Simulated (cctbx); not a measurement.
# What is wrong with this refinement?

Cell a = 9.1340 Å, b = 9.1340 Å, c = 10.4270 Å, α = 90.00°, β = 90.00°, γ = 90.00°; space group I4/mmm (no. 139).

Simulated single-crystal data (cctbx): Cu Kα, λ = 1.54184 Å, to d = 0.83 Å, 95 % of the full sphere, strongest reflection 70000 counts, noise from counting, a 3 % proportional error and a noise floor of 8 counts (s.d.); no absorption.

An anisotropic refinement with weights 1/σ² prints:

```text
Rint 0.027, 261 unique reflections to 0.83 A
cycle     R1     wR2    GooF  max shift (A)
   1  0.0208  0.0614   4.622   0.00105
   2  0.0126  0.0377   2.837   0.00000
final R1 0.0126 wR2 0.0377 GooF 2.837  parameters 21  data/parameter 12.4
atom        x        y        z      Ueq    occ   su(xyz)  su(Uiso or U11)
Ce1    0.50000  0.00000  0.25000   0.0121  1.000  0.00000  0.0002
Ce2    0.00000  0.00000  0.20343   0.0146  1.000  0.00006  0.0002
Mo1    0.27089  0.50000  0.00000   0.0152  1.000  0.00007  0.0003
Ga1    0.23181  0.76819  0.65366   0.0195  1.000  0.00007  0.0003
Ga2    0.22156  0.38608  0.50000   0.0175  1.000  0.00008  0.0004
difference map: max 1.34 min -0.90 rms 0.16
Q1    0.0000  0.1965  0.5000    8    1.37  0.30 A from Mo1
Q2    0.1095  0.1095  0.4284   16    0.27  1.66 A from Mo1
Q3    0.0687  0.0687  0.2903   16    0.26  1.27 A from Ce2
Q4    0.0472  0.0472  0.0954   16    0.25  1.28 A from Ce2
Q5    0.1780  0.1780  0.3490   16    0.24  0.69 A from Ga1
Q6    0.0863  0.1930  0.1018   32    0.23  1.34 A from Ga2
```

**Question.** Can this result stand? If not, what is the likely fault?

Mend it. The fault: wrong element: Mo1 is Ru. Against the right model at the same level, R1 goes from 0.0059 to 0.0126 and GooF from 0.97 to 2.84 and the top difference peak, 1.4 e/Å³, lies on Mo1. Mo1 has 2 electrons too few and its U shrinks to make up, as expected (near an absorption edge f′ can widen the mismatch well beyond the difference in Z).

The compound is CeGa4Ru. The right model at the same level gives:

```text
Rint 0.027, 261 unique reflections to 0.83 A
cycle     R1     wR2    GooF  max shift (A)
   1  0.0061  0.0135   1.013   0.00009
   2  0.0059  0.0130   0.975   0.00000
final R1 0.0059 wR2 0.0130 GooF 0.975  parameters 21  data/parameter 12.4
atom        x        y        z      Ueq    occ   su(xyz)  su(Uiso or U11)
Ce1    0.50000  0.00000  0.25000   0.0115  1.000  0.00000  0.0001
Ce2    0.00000  0.00000  0.20337   0.0140  1.000  0.00002  0.0001
Ru1    0.27091  0.50000  0.00000   0.0172  1.000  0.00002  0.0001
Ga1    0.23178  0.76822  0.65370   0.0188  1.000  0.00002  0.0001
Ga2    0.22150  0.38618  0.50000   0.0167  1.000  0.00003  0.0001
difference map: max 0.22 min -0.47 rms 0.07
Q1    0.1785  0.1785  0.3557   16    0.23  0.69 A from Ga1
Q2    0.0744  0.0744  0.2872   16    0.23  1.30 A from Ce2
Q3    0.0533  0.0533  0.0919   16    0.21  1.35 A from Ce2
Q4    0.0000  0.4576  0.0930   16    0.20  1.68 A from Ce1
Q5    0.0845  0.1783  0.1032   32    0.20  1.44 A from Ga2
Q6    0.0000  0.2114  0.0571   16    0.19  1.35 A from Ga2
```

Isotropic U is held between 0.0001 and 1 Å² by the program, and listed peak heights are interpolated, so they can pass the grid's maximum.

The model was made for the exercise: a known structure type with other elements put in, its volume estimated, not relaxed; displacement parameters are assumed.

[Middle refinement cycles are left out of these outputs.]

[Logs are printed without paths, hosts, clocks, repeated set-up lines and the standing remarks that a program may print on its own settings, such as how far it seeks lower states.]
